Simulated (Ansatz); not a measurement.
System: Ba2SrTi3O9 (perovskite [001] superlattice) (P4mm).

The structure was built from a prototype and need not be the compound's stable phase.

```cif
data_structure
_symmetry_space_group_name_H-M 'P 1'
_symmetry_Int_Tables_number 1
_cell_length_a 3.9350
_cell_length_b 3.9350
_cell_length_c 11.9787
_cell_angle_alpha 90.000
_cell_angle_beta 90.000
_cell_angle_gamma 90.000
_cell_volume 185.48
loop_
_atom_site_label
_atom_site_type_symbol
_atom_site_fract_x
_atom_site_fract_y
_atom_site_fract_z
_atom_site_occupancy
Sr1 Sr 0.00000 0.00000 0.08428 1
O2 O 0.50000 0.50000 0.07665 1
Ti3 Ti 0.50000 0.50000 0.24850 1
O4 O 0.50000 0.00000 0.23664 1
O5 O 0.00000 0.50000 0.23664 1
Ba6 Ba 0.00000 0.00000 0.41334 1
O7 O 0.50000 0.50000 0.40475 1
Ti8 Ti 0.50000 0.50000 0.58682 1
O9 O 0.50000 0.00000 0.57658 1
O10 O 0.00000 0.50000 0.57658 1
Ba11 Ba 0.00000 0.00000 0.75136 1
O12 O 0.50000 0.50000 0.74218 1
Ti13 Ti 0.50000 0.50000 0.92425 1
O14 O 0.50000 0.00000 0.91592 1
O15 O 0.00000 0.50000 0.91592 1
```

The structure was relaxed with PBEsol. The runs that relaxed it are not among those shown. Spin-orbit coupling is left out unless a run names it.

Gaps computed with Ansatz 0.2.0 without a self-energy: PBEsol 1.85 eV and HSE06 3.34 eV.

Question: What gap should G0W0 on PBEsol give (6×6×2 mesh, 624 empty bands, screening to 130 eV, PAW set soft_1 files)?

About 3.50 eV: on its mesh the run moves the gap from 1.85 eV by +1.64 eV. Among the scalar-relativistic levels given, HSE06 is nearest (−0.16 eV). Bands and cutoff are finite, so the gap is not at the basis limit. The miss can reach some tenths of an eV and take either sign; the mesh is an error of its own. The many-body steps are scalar-relativistic: spin-orbit coupling is not in them.

[Paths, hosts, dates, memory and timing lines, banners, echoed tables and standing remarks are left out of the program output.]

[Logs are printed without paths, hosts, clocks, repeated set-up lines and the standing remarks that a program may print on its own settings, such as how far it seeks lower states.]

[Runs of the session that timed out or met a known fault of the program may be left out.]

[Cells called generated may have been cut or substituted from an entry of the Crystallography Open Database or the Materials Project.]

[Hosts, paths, dates, database ids (printed as entryN), source tags and the programs' standing remarks are cut or masked in the printed files.]
